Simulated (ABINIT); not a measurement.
# A GW chain in ABINIT: LiCl (Fm-3m), part 2 of 3

Wanted: ground state, empty states, screening and self-energy for LiCl (Fm-3m).

ABINIT 10.8.3; LDA and many-body steps on it, plane waves. Known limits of the many-body steps: not at the basis limit; coarse k mesh.

So far. Step 2 (Ground state): The gap is direct, at Γ.

The database entry behind the starting cell differs from later determinations by our own check (0.1 to 0.3 % short, probably kX units), so it need not match the best structure at ambient conditions.

## (3) Bands along the symmetry lines

Level of this step: DFT, LDA, plane waves, norm-conserving pseudopotentials (ABINIT).

Levels along a band path, at the cheap level, show where the edges lie and whether the meshes to come will hold them.

Input file run.abi:

```
acell 3*1.0 Angstrom
rprim 
  0.000000000000 2.564770000000 2.564770000000
  2.564770000000 0.000000000000 2.564770000000
  2.564770000000 2.564770000000 -0.000000000000
ntypat 2
znucl 3 17
natom 2
typat 1 2
xred 
  0.000000000000 0.000000000000 0.000000000000
  0.500000000000 0.500000000000 0.500000000000
pp_dirpath "pseudos"
pseudos "Li.upf, Cl.upf"
ecut 33
iscf -2
irdden 1
kptopt 0
nkpt 50
kpt 
  0.00000000 0.00000000 0.00000000
  0.06250000 0.00000000 0.06250000
  0.12500000 0.00000000 0.12500000
  0.18750000 0.00000000 0.18750000
  0.25000000 0.00000000 0.25000000
  0.31250000 0.00000000 0.31250000
  0.37500000 0.00000000 0.37500000
  0.43750000 0.00000000 0.43750000
  0.50000000 0.00000000 0.50000000
  0.51562500 0.03125000 0.51562500
  0.53125000 0.06250000 0.53125000
  0.54687500 0.09375000 0.54687500
  0.56250000 0.12500000 0.56250000
  0.57812500 0.15625000 0.57812500
  0.59375000 0.18750000 0.59375000
  0.60937500 0.21875000 0.60937500
  0.62500000 0.25000000 0.62500000
  0.37500000 0.37500000 0.75000000
  0.32812500 0.32812500 0.65625000
  0.28125000 0.28125000 0.56250000
  0.23437500 0.23437500 0.46875000
  0.18750000 0.18750000 0.37500000
  0.14062500 0.14062500 0.28125000
  0.09375000 0.09375000 0.18750000
  0.04687500 0.04687500 0.09375000
  0.00000000 0.00000000 0.00000000
  0.06250000 0.06250000 0.06250000
  0.12500000 0.12500000 0.12500000
  0.18750000 0.18750000 0.18750000
  0.25000000 0.25000000 0.25000000
  0.31250000 0.31250000 0.31250000
  0.37500000 0.37500000 0.37500000
  0.43750000 0.43750000 0.43750000
  0.50000000 0.50000000 0.50000000
  0.50000000 0.46875000 0.53125000
  0.50000000 0.43750000 0.56250000
  0.50000000 0.40625000 0.59375000
  0.50000000 0.37500000 0.62500000
  0.50000000 0.34375000 0.65625000
  0.50000000 0.31250000 0.68750000
  0.50000000 0.28125000 0.71875000
  0.50000000 0.25000000 0.75000000
  0.50000000 0.21875000 0.71875000
  0.50000000 0.18750000 0.68750000
  0.50000000 0.15625000 0.65625000
  0.50000000 0.12500000 0.62500000
  0.50000000 0.09375000 0.59375000
  0.50000000 0.06250000 0.56250000
  0.50000000 0.03125000 0.53125000
  0.50000000 0.00000000 0.50000000
istwfk *1
nband 12
nbdbuf 2
tolwfr 1e-08
nstep 40
prtwf 0
prtvol 0
indata_prefix "in"
outdata_prefix "out"
tmpdata_prefix "tmp"
```

Started as:

```sh
> OMP_NUM_THREADS=1 mpirun -n 4 abinit run.abi > log
```

Numbers of over 12 decimals in the logs are rounded to 6 here.

Output:

```text
.Version 10.8.3 of ABINIT. v10.8.2 released Aug 2026.

 Symmetries : space group Fm -3 m (#225); Bravais cF (face-center cubic)
[... echo of the input left out ...]
== DATASET  1 ==================================================================
-   mpi_nproc: 4, omp_nthreads: 1 (-1 if OMP is not activated)

--- !DatasetInfo
iteration_state: {dtset: 1, }
dimensions: {natom: 2, nkpt: 50, mband: 12, nsppol: 1, nspinor: 1, nspden: 1, mpw: 2085, }
cutoff_energies: {ecut:  33.0, pawecutdg:  -1.0, }
electrons: {nelect:   1.00000000E+01, charge:   0.00000000E+00, occopt:   1.00000000E+00, tsmear:   1.00000000E-02, }

 Real(R)+Recip(G) space primitive vectors, cartesian coordinates (Bohr,Bohr^-1):
 R(1)=  0.0000000  4.8467129  4.8467129  G(1)= -0.1031627  0.1031627  0.1031627
 R(2)=  4.8467129  0.0000000  4.8467129  G(2)=  0.1031627 -0.1031627  0.1031627
 R(3)=  4.8467129  4.8467129  0.0000000  G(3)=  0.1031627  0.1031627 -0.1031627
 Unit cell volume ucvol=  2.2770464E+02 bohr^3
 Angles (23,13,12)=  6.00000000E+01  6.00000000E+01  6.00000000E+01 degrees

 getcut: wavevector=  0.0000  0.0000  0.0000  ngfft=  36  36  36
         ecut(hartree)=     33.000   => boxcut(ratio)=   2.03104

--- Pseudopotential description ------------------------------------------------
- Li Generated using ONCVPSP code by D. R. Hamann
-  3.00000   3.00000  180309                  znucl, zion, pspdat
12 -1012 1 -1 1944                            pspcod,pspxc,lmax,lloc,mmax
     nproj     2     2     0
  pspatm : epsatm=    2.61415252
         --- l  ekb(1:nproj) -->
             0   -4.854561   -1.448487
             1   -2.179236   -0.444438
 pspatm: atomic psp has been read  and splines computed

- Cl Generated using ONCVPSP code by D. R. Hamann
- 17.00000   7.00000  180309                  znucl, zion, pspdat
12 -1012 2 -1 1016                            pspcod,pspxc,lmax,lloc,mmax
     nproj     2     2     2
  pspatm : epsatm=    8.88507506
         --- l  ekb(1:nproj) -->
             0    8.195043    0.715728
[...]
pspatm: atomic psp has been read  and splines computed

--------------------------------------------------------------------------------

================================================================================
 prteigrs : about to open file out_EIG
 Non-SCF case, kpt    1 (  0.00000  0.00000  0.00000), residuals and eigenvalues=
  7.96E-09  7.21E-09  1.41E-09  2.55E-09  5.12E-09  2.96E-09  4.89E-09  7.49E-09
  7.85E-09  6.22E-09  4.06E-05  3.70E-06
 -1.5565E+00 -4.8741E-01  3.0188E-03  3.0188E-03  3.0188E-03  2.2311E-01
  4.2866E-01  4.2866E-01  4.2866E-01  5.2225E-01  5.2314E-01  5.2502E-01
 Non-SCF case, kpt    2 (  0.06250  0.00000  0.06250), residuals and eigenvalues=
  4.23E-09  6.60E-09  1.71E-09  1.17E-09  6.35E-09  1.48E-09  6.60E-09  6.27E-09
  5.81E-09  2.73E-09  3.35E-05  7.15E-09
 -1.5565E+00 -4.8643E-01 -1.8612E-03  1.1805E-03  1.1805E-03  2.3014E-01
[...]
Non-SCF case, kpt    3 (  0.12500  0.00000  0.12500), residuals and eigenvalues=
  1.18E-09  7.93E-09  5.43E-09  1.04E-09  2.69E-09  1.02E-09  7.59E-09  6.80E-09
  5.09E-09  6.46E-09  2.11E-04  1.39E-08
[...]
Non-SCF case, kpt   49 (  0.50000  0.03125  0.53125), residuals and eigenvalues=
[...]
Non-SCF case, kpt   50 (  0.50000  0.00000  0.50000), residuals and eigenvalues=
[...]
-1.5563E+00 -4.5657E-01 -1.0689E-01 -3.8766E-02 -3.8766E-02  2.8169E-01
  2.9533E-01  4.4743E-01  5.0772E-01  5.0772E-01  6.0771E-01  6.6064E-01

--- !ResultsGS
iteration_state: {dtset: 1, }
comment   : Summary of ground state results
lattice_vectors:
- [  0.0000000,   4.8467129,   4.8467129, ]
- [  4.8467129,   0.0000000,   4.8467129, ]
- [  4.8467129,   4.8467129,  -0.0000000, ]
lattice_lengths: [   6.85429,    6.85429,    6.85429, ]
lattice_angles: [ 60.000,  60.000,  60.000, ] # degrees, (23, 13, 12)
lattice_volume:   2.2770464E+02
convergence: {deltae:  0.000E+00, res2:  0.000E+00, residm:  9.875E-09, diffor:  0.000E+00, }
etotal    :  -2.36532230E+01
entropy   :   0.00000000E+00
fermie    :   3.01875738E-03
cartesian_stress_tensor: null
pressure_GPa: null
xred      :
- [  0.0000E+00,   0.0000E+00,   0.0000E+00, Li]
- [  5.0000E-01,   5.0000E-01,   5.0000E-01, Cl]
cartesian_forces: null
force_length_stats: {min: null, max: null, mean: null, }

 Integrated electronic density in atomic spheres:
 ------------------------------------------------
 Atom  Sphere_radius  Integrated_density
[...]
================================================================================

 ----iterations are completed or convergence reached----

 Mean square residual over all n,k,spin=   47.210E-10; max=  98.754E-10
 reduced coordinates (array xred) for    2 atoms
       0.000000000000      0.000000000000      0.000000000000
       0.500000000000      0.500000000000      0.500000000000

 cartesian coordinates (angstrom) at end:
[...]
length scales=  1.889726125908  1.889726125908  1.889726125908 bohr
              =  1.000000000000  1.000000000000  1.000000000000 angstroms
 prteigrs : about to open file out_EIG
 Eigenvalues (hartree) for nkpt=  50  k points:
 kpt#   1, nband= 12, wtk=  1.00000, kpt=  0.0000  0.0000  0.0000 (reduced coord)
[...]
kpt#   2, nband= 12, wtk=  1.00000, kpt=  0.0625  0.0000  0.0625 (reduced coord)
[...]
kpt#   3, nband= 12, wtk=  1.00000, kpt=  0.1250  0.0000  0.1250 (reduced coord)
[...]
kpt#  49, nband= 12, wtk=  1.00000, kpt=  0.5000  0.0313  0.5313 (reduced coord)
  -1.55634   -0.45659   -0.10639   -0.03966   -0.03870    0.28279    0.29700    0.44598
   0.50009    0.50875    0.61496    0.65947
 kpt#  50, nband= 12, wtk=  1.00000, kpt=  0.5000  0.0000  0.5000 (reduced coord)
  -1.55634   -0.45657   -0.10689   -0.03877   -0.03877    0.28169    0.29533    0.44743
   0.50772    0.50772    0.60771    0.66064

== END DATASET(S) ==============================================================
================================================================================

 -outvars: echo values of variables after computation  --------
            nband          12
             nkpt          50
          spgroup         225
 [... the other variables as echoed above ...]

 Calculation completed.
```

It took 4.6 s on 4 MPI ranks of Arm Neoverse V2, shared host; peak memory 0.25 GiB.

This step gave:

* gap: 5.985 eV
* k of the valence top: 0.0938, 0.0938, 0.1875
* k of the conduction bottom: 0, 0, 0
* least direct gap: 5.989 eV

The gap is 5.985 eV, −0.004 eV from the run before at this level.

Electronic bands along the path, in eV, zero at the top of the highest filled band; v1 is the highest filled band, c1 the lowest empty one:

| point | v4 | v3 | v2 | v1 | c1 | c2 | c3 | c4 |
| --- | --- | --- | --- | --- | --- | --- | --- | --- |
| Γ | -13.35 | 0.00 | 0.00 | 0.00 | 5.99 | 11.58 | 11.58 | 11.58 |
| halfway | -12.97 | -1.57 | -0.61 | -0.61 | 8.24 | 9.21 | 9.39 | 12.16 |
| X | -12.51 | -2.99 | -1.14 | -1.14 | 7.58 | 7.95 | 12.09 | 13.73 |
| halfway | -12.51 | -2.89 | -1.37 | -1.07 | 7.69 | 8.41 | 11.79 | 12.76 |
| U | -12.54 | -2.57 | -1.84 | -0.86 | 7.75 | 9.63 | 11.11 | 11.39 |
| jump to K | -12.54 | -2.57 | -1.84 | -0.86 | 7.75 | 9.63 | 11.11 | 11.39 |
| halfway | -12.96 | -1.77 | -0.90 | -0.09 | 7.60 | 9.76 | 10.00 | 10.56 |
| Γ | -13.35 | 0.00 | 0.00 | 0.00 | 5.99 | 11.58 | 11.58 | 11.58 |
| halfway | -13.07 | -1.64 | -0.14 | -0.14 | 6.87 | 10.33 | 10.33 | 10.65 |
| L | -12.76 | -2.90 | -0.26 | -0.26 | 6.39 | 9.14 | 9.14 | 12.66 |
| halfway | -12.65 | -2.62 | -1.36 | -0.60 | 7.87 | 9.00 | 10.19 | 11.43 |
| W | -12.52 | -2.20 | -2.20 | -1.09 | 9.26 | 9.77 | 10.11 | 10.11 |
| halfway | -12.51 | -2.78 | -1.49 | -1.12 | 8.06 | 8.62 | 11.50 | 11.80 |
| X | -12.51 | -2.99 | -1.14 | -1.14 | 7.58 | 7.95 | 12.09 | 13.73 |

The electronic bands as a text plot (rows in eV, shown from -8.0 to 11.7 only):

```
   11.2 |++++     +     +++      +++++++++++ ++       ++    ++
   10.4 |  +++             ++++++++++    ++++         +++++++
    9.6 |    +++++       ++   +++++          ++++ ++++   ++++
    8.8 |       ++     ++                        ++++++++  +++
    8.0 |     +++++++++++++++++++                     +      ++++
    7.1 |    +                   ++        ++++     ++
    6.3 |++++                      ++++++++    +++++
    5.5 |
    4.7 |
    3.9 |
    3.1 |
    2.2 |
    1.4 |
    0.6 |
   -0.2 |*******            ***************************
   -1.0 |    *  ************  *******      *         ************
   -1.9 |     ****      *********           ***        *******
   -2.7 |         *********                    **********  ******
   -3.5 |
   -4.3 |
   -5.1 |
   -6.0 |
   -6.8 |
   -7.6 |
         Γ           X  U|K            Γ         L        W     X
```

## (4) Empty states on the mesh, 4×4×4 mesh, 89 bands

The sums over transitions need many empty states on a uniform mesh; this step solves for them.

Input file run.abi:

```
acell 3*1.0 Angstrom
rprim 
  0.000000000000 2.564770000000 2.564770000000
  2.564770000000 0.000000000000 2.564770000000
  2.564770000000 2.564770000000 -0.000000000000
ntypat 2
znucl 3 17
natom 2
typat 1 2
xred 
  0.000000000000 0.000000000000 0.000000000000
  0.500000000000 0.500000000000 0.500000000000
pp_dirpath "pseudos"
pseudos "Li.upf, Cl.upf"
ecut 33
ngkpt 4 4 4
nshiftk 1
shiftk 0 0 0
kptopt 1
chksymbreak 0
irdden 1
istwfk *1
nband 89
prtvol 0
optdriver 6
gwr_task "HDIAGO"
paral_kgb 0
occopt 1
indata_prefix "in"
outdata_prefix "out"
tmpdata_prefix "tmp"
```

Output:

```text
[banner, memory and clock lines left out]
.Version 10.8.3 of ABINIT. v10.8.2 released Aug 2026.

 Symmetries : space group Fm -3 m (#225); Bravais cF (face-center cubic)
[... echo of the input left out ...]
== DATASET  1 ==================================================================
-   mpi_nproc: 4, omp_nthreads: 1 (-1 if OMP is not activated)

--- !DatasetInfo
iteration_state: {dtset: 1, }
dimensions: {natom: 2, nkpt: 8, mband: 89, nsppol: 1, nspinor: 1, nspden: 1, mpw: 2085, }
cutoff_energies: {ecut:  33.0, pawecutdg:  -1.0, }
electrons: {nelect:   1.00000000E+01, charge:   0.00000000E+00, occopt:   1.00000000E+00, tsmear:   1.00000000E-02, }

.Using double precision arithmetic; gwpc =  8

- Reading GS density from: in_DEN

--- Pseudopotential description ------------------------------------------------
- Li Generated using ONCVPSP code by D. R. Hamann
-  3.00000   3.00000  180309                  znucl, zion, pspdat
12 -1012 1 -1 1944                            pspcod,pspxc,lmax,lloc,mmax
     nproj     2     2     0
  pspatm : epsatm=    2.61415252
         --- l  ekb(1:nproj) -->
             0   -4.854561   -1.448487
             1   -2.179236   -0.444438
 pspatm: atomic psp has been read  and splines computed

- Cl Generated using ONCVPSP code by D. R. Hamann
- 17.00000   7.00000  180309                  znucl, zion, pspdat
12 -1012 2 -1 1016                            pspcod,pspxc,lmax,lloc,mmax
     nproj     2     2     2
  pspatm : epsatm=    8.88507506
         --- l  ekb(1:nproj) -->
             0    8.195043    0.715728
             1    3.854313    1.104197
             2   -2.920207   -0.831515
 pspatm: atomic psp has been read  and splines computed

   1.14992276E+02                                ecore*ucvol(ha*bohr**3)

 Total charge density [el/Bohr^3]
)     Maximum=    2.7294E+00  at reduced coord.    0.0000    0.0000    0.0000
)     Minimum=    3.7657E-03  at reduced coord.    0.2500    0.2500    0.2500
   Integrated=    1.0000E+01

 === KS gaps after direct diagonalization ===
 Direct band gap semiconductor
 Fundamental gap:     5.989 (eV)
   VBM:     0.082 (eV) at k: [ 0.0000E+00,  0.0000E+00,  0.0000E+00]
   CBM:     6.071 (eV) at k: [ 0.0000E+00,  0.0000E+00,  0.0000E+00]
 Direct gap:         5.989 (eV) at k: [ 0.0000E+00,  0.0000E+00,  0.0000E+00]

== END DATASET(S) ==============================================================

 -outvars: echo values of variables after computation  --------
           etotal      0.0000000000E+00
            nband          89
             nkpt           8
          spgroup         225
 [... the other variables as echoed above ...]

 Calculation completed.
```

The job ended after 15 s (4 MPI ranks; peak memory 1.1 GiB; 59 s of CPU time).

This step gave:

- gap: 5.989 eV
- k of the valence top: 0, 0, 0
- k of the conduction bottom: 0, 0, 0
- least direct gap: 5.989 eV
- k points computed: 8
- lowest point of the top converged band, above the valence top: 92.4446 eV

On this mesh the gap is 5.989 eV.

## (5) Screening, 4×4×4 mesh, 81 bands, screening to 163.3 eV

The RPA dielectric matrix is built and inverted for each q.

This step: RPA screening on LDA, plane waves, norm-conserving pseudopotentials.

run.abi, as its differences from that of step 4:

```diff
@@ -20,10 +20,11 @@
 chksymbreak 0
-irdden 1
 istwfk *1
-nband 89
-prtvol 0
-optdriver 6
-gwr_task "HDIAGO"
-paral_kgb 0
 occopt 1
+irdwfk 1
+optdriver 3
+nband 81
+ecuteps 6
+inclvkb 2
+awtr 1
+symchi 1
 indata_prefix "in"
```

Output:

```text
.Version 10.8.3 of ABINIT. v10.8.2 released Aug 2026.

 Symmetries : space group Fm -3 m (#225); Bravais cF (face-center cubic)
[... echo of the input left out ...]
== DATASET  1 ==================================================================
-   mpi_nproc: 4, omp_nthreads: 1 (-1 if OMP is not activated)

--- !DatasetInfo
iteration_state: {dtset: 1, }
dimensions: {natom: 2, nkpt: 8, mband: 81, nsppol: 1, nspinor: 1, nspden: 1, mpw: 2085, }
cutoff_energies: {ecut:  33.0, pawecutdg:  -1.0, }
electrons: {nelect:   1.00000000E+01, charge:   0.00000000E+00, occopt:   1.00000000E+00, tsmear:   1.00000000E-02, }

 SCREENING: Calculation of the susceptibility and dielectric matrices

 Based on a program developped by R.W. Godby, V. Olevano, G. Onida, and L. Reining.
 Incorporated in ABINIT by V. Olevano, G.-M. Rignanese, and M. Torrent.
.Using double precision arithmetic ; gwpc =  8

[... cell and pseudopotentials left out ...]
--------------------------------------------------------------------------------

 ==== K-mesh for the wavefunctions ====
 Number of points in the irreducible wedge :     8
[... list of points left out ...]
 Together with 48 symmetry operations and time-reversal symmetry
 yields    64 points in the full Brillouin Zone.

 ==== Q-mesh for the screening function ====
 Number of points in the irreducible wedge :     8
[... list of points left out ...]
 Together with 48 symmetry operations and time-reversal symmetry
 yields    64 points in the full Brillouin Zone.

 setmesh: FFT mesh size selected  =    25x   25x   25
          total number of points  =        15625

 vcoul_init : cutoff-mode = AUXILIARY_FUNCTION
 q-points for optical limit:   1
     1)      0.000010    0.000020    0.000030

- screening: taking advantage of time-reversal symmetry
- Maximum band index for partially occupied states nbvw = 5
- Remaining bands to be divided among processors   nbcw = 76
- Number of bands treated by each node ~19

 Number of electrons calculated from density =   10.0000; Expected =   10.0000
 average of density, n =  0.043917
 r_s =    1.7583
 omega_plasma =   20.2148 [eV]

 calculating chi0 at frequencies [eV] :
  1    0.000000E+00    0.000000E+00
  2    0.000000E+00    2.021481E+01

--------------------------------------------------------------------------------
  q-point number  1        q = ( 0.000000, 0.000000, 0.000000) [r.l.u.]
--------------------------------------------------------------------------------
[... chi0 elements left out ...]
 For q-point:  0.000010 0.000020 0.000030
  dielectric constant =   3.0039
  dielectric constant without local fields =   3.5200

  Average fulfillment of the sum rule on Im[epsilon] for q-point    1 :     75.96  [%]
[... wings left out ...]
  q-point number  2        q = ( 0.250000, 0.000000, 0.000000) [r.l.u.]
--------------------------------------------------------------------------------
[... chi0 elements left out ...]
  Average fulfillment of the sum rule on Im[epsilon] for q-point    2 :     83.46  [%]

 [... 6 further q-points ...]
```

It took 5.6 s on 4 MPI ranks; peak memory 0.51 GiB.

This step gave:

- ε∞ with local fields, on this mesh, along the program's q direction: 3.004
- the same without local fields: 3.52
- plasma frequency: 20.21 eV
- plane waves in the screening matrix: 169

Local fields lower ε∞ by 15 %. On a Γ-centred mesh this coarse the value itself is usually too large, while a short band sum pulls it down.

(Part 2 of 3 ends here.)

[Paths, hosts, dates, memory and timing lines, banners, echoed tables and standing remarks are left out of the program output.]

[Logs are printed without paths, hosts, clocks, repeated set-up lines and the standing remarks that a program may print on its own settings, such as how far it seeks lower states.]

[Runs of the session that timed out or met a known fault of the program may be left out.]

[Hosts, paths, dates, database ids (printed as entryN), source tags and the programs' standing remarks are cut or masked in the printed files.]

[G0W0 gaps are taken among the corrected bands and points alone; a level outside them can change the order at an edge.]

[Where Ansatz stands beside ABINIT at settings called matched, ABINIT's density can come from a denser mesh and the files from another edition; pairs whose starting gaps differed by over 0.03 eV were left out, so agreement reads better than it is.]
